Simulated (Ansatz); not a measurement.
**CdS (Greenockite): the PBE gap against the k mesh of the density**

Wanted: the cheapest k mesh of the density that holds the PBE gap of CdS (Greenockite).

Method: DFT, PBE, plane waves, PAW, in Ansatz 0.2.0.

Report form: the programs' logs are mostly left out.

## (1) Starting point

The structure is hexagonal, space group P6_3mc (No. 186). Conventional cell: a = 4.137 Å, b = 4.137 Å, c = 6.714 Å, α = 90.00°, β = 90.00°, γ = 120.00°. Cd has 4 S at 2.52 to 2.53 Å nearest. Nearest to S lie 4 Cd at 2.52 to 2.53 Å. Farther neighbours and most contacts between anions are not listed.

The cell and positions come from the Crystallography Open Database and are kept as given unless a step says otherwise. The default PAW set here is soft_2. Its files were made with PBE.

## (2) k mesh of the density: 3×3×2

Input file input.yaml:

```yaml
crystal:
  lattice:
    - [4.137, 0.0, 0.0]
    - [-2.0685, 3.5827470955, 0.0]
    - [0.0, 0.0, 6.7144]
  atoms:
    - { symbol: Cd, position: [0.6666666667, 0.3333333333, 0.0] }
    - { symbol: Cd, position: [0.3333333333, 0.6666666667, 0.5] }
    - { symbol: S, position: [0.6666666667, 0.3333333333, 0.375] }
    - { symbol: S, position: [0.3333333333, 0.6666666667, 0.875] }
kpoints:
  mp_grid: { grid: [3, 3, 2] }
  band_path:
    path:
      - [0.0, 0.0, 0.0]
      - [0.5, 0.0, 0.0]
      - [0.33333333, 0.33333333, 0.0]
      - [0.0, 0.0, 0.5]
      - [0.5, 0.0, 0.5]
      - [0.33333333, 0.33333333, 0.5]
    npoints: 1
hamiltonian:
  xc: pbe
scf:
  occupations: { method: fixed }
  n_extra_bands: 5
output:
  eigenvalues: true
```

Launch:

```bash
$ ansatz run input.yaml --threads 3 --pin off --max-ram 92160MiB --backend cuda --events-out ev --progress --plain --runs-dir out --devices 1 --max-vram 13GiB
```

Run time: 5.3 s. Hardware: 1 × NVIDIA H100 80GB HBM3 (shared by 6 runs) with 3 threads of AMD EPYC 7R13 (Zen 3), shared host; peak memory 0.92 GiB; 3.9 s of CPU time.

Numbers from this step:

| Item | Value |
| --- | --- |
| gap | 1.198 eV |
| valence top at | Γ |
| conduction bottom at | Γ |
| least direct gap | 1.198 eV |

The gap is direct, at Γ.

## (3) k mesh of the density: 6×6×2

input.yaml, as its differences from that of step 2:

```diff
@@ -11,3 +11,3 @@
 kpoints:
-  mp_grid: { grid: [3, 3, 2] }
+  mp_grid: { grid: [6, 6, 2] }
   band_path:
```

It took 6.2 s on 1 × NVIDIA H100 80GB HBM3 (shared by 6 runs) with 3 threads; peak memory 0.9 GiB.

This step gave:

* gap: 1.219 eV
* valence top at: Γ
* conduction bottom at: Γ
* least direct gap: 1.219 eV

The gap is 1.219 eV, +0.021 eV from the run before at this level.

## (4) k mesh of the density: 6×6×4 (the default)

input.yaml, the sections that differ from step 3:

```yaml
kpoints:
  mp_grid: { grid: [6, 6, 4] }
  band_path:
    path:
      - [[0.0, 0.0, 0.0], [0.5, 0.0, 0.0], [0.33333333, 0.33333333, 0.0], [0.0, 0.0, 0.0], [0.0, 0.0, 0.5], [0.5, 0.0, 0.5], [0.33333333, 0.33333333, 0.5], [0.0, 0.0, 0.5]]
      - [[0.5, 0.0, 0.5], [0.5, 0.0, 0.0]]
      - [[0.33333333, 0.33333333, 0.5], [0.33333333, 0.33333333, 0.0]]
    npoints: 10
scf:
  occupations: { method: fermi_dirac, width: 0.02 }
  n_extra_bands: 5
output:
  eigenvalues: true
  write_density: true
  write_potential: true
  elf: true
  volumetric_format: npy
# crystal, hamiltonian: as in step 3
```

Run time: 9.8 s. Hardware: 1 × NVIDIA H100 80GB HBM3 (shared by 6 runs) with 3 threads; peak memory 0.92 GiB.

Numbers from this step:

```yaml
gap: 1.218 eV
valence_top_at: Γ
conduction_bottom_at: Γ
least_direct_gap: 1.218 eV
```

The gap is 1.218 eV, −0.001 eV from the run before at this level.

## (5) k mesh of the density: 12×12×6

input.yaml, the sections that differ from step 4:

```yaml
kpoints:
  mp_grid: { grid: [12, 12, 6] }
  band_path:
    path:
      - [0.0, 0.0, 0.0]
      - [0.5, 0.0, 0.0]
      - [0.33333333, 0.33333333, 0.0]
      - [0.0, 0.0, 0.5]
      - [0.5, 0.0, 0.5]
      - [0.33333333, 0.33333333, 0.5]
    npoints: 1
scf:
  occupations: { method: fixed }
  n_extra_bands: 5
output:
  eigenvalues: true
# crystal, hamiltonian: as in step 4
```

Run time: 4.2 s. Hardware: 1 × NVIDIA H100 80GB HBM3 (shared by 6 runs) with 3 threads; peak memory 0.94 GiB.

This step gave:

```yaml
gap: 1.219 eV
valence_top_at: Γ
conduction_bottom_at: Γ
least_direct_gap: 1.219 eV
```

The gap is 1.219 eV, +0.001 eV from the run before at this level.

## (6) The series

Differences are against the last row; a negative gap means that bands overlap, and a run with a band path holds that path's time. Times are wall times on 1 × NVIDIA H100 80GB HBM3 (shared by 6 runs) with 3 threads of AMD EPYC 7R13 (Zen 3), shared host, good to a factor of about two.

| k mesh of the density | gap (eV) | direct gap (eV) | gap error (eV) | energy error (meV/atom) | irreducible k | time |
| --- | --- | --- | --- | --- | --- | --- |
| 3×3×2 | 1.198 | 1.198 | −0.021 | +39.6 | 6 | 5.3 s |
| 6×6×2 | 1.219 | 1.219 | +0.0001 | +0.8 | 14 | 6.2 s |
| 6×6×4 | 1.218 | 1.218 | −0.001 | +0.6 | 21 | 9.8 s |
| 12×12×6 | 1.219 | 1.219 | +0.000 | +0.0 | 76 | 4.2 s |

## (7) Results

| Property | Result |
| --- | --- |
| 3×3×2 | 1.198 eV |
| 6×6×2 | 1.219 eV |
| 6×6×4 | 1.218 eV |
| 12×12×6 | 1.219 eV |

In words: The gap holds to 0.02 eV from 6×6×2 on. At 3×3×2 the gap is off by −0.021 eV and the energy by +40 meV/atom. The gap is read over the mesh and added points near the edges, so meshes differ mainly through the density and, for a hybrid, the exchange operator.

[Paths, hosts, dates, memory and timing lines, banners, echoed tables and standing remarks are left out of the program output.]

[Logs are printed without paths, hosts, clocks, repeated set-up lines and the standing remarks that a program may print on its own settings, such as how far it seeks lower states.]

[Runs of the session that timed out or met a known fault of the program may be left out.]

[Cells called generated may have been cut or substituted from an entry of the Crystallography Open Database or the Materials Project.]

[Hosts, paths, dates, database ids (printed as entryN), source tags and the programs' standing remarks are cut or masked in the printed files.]
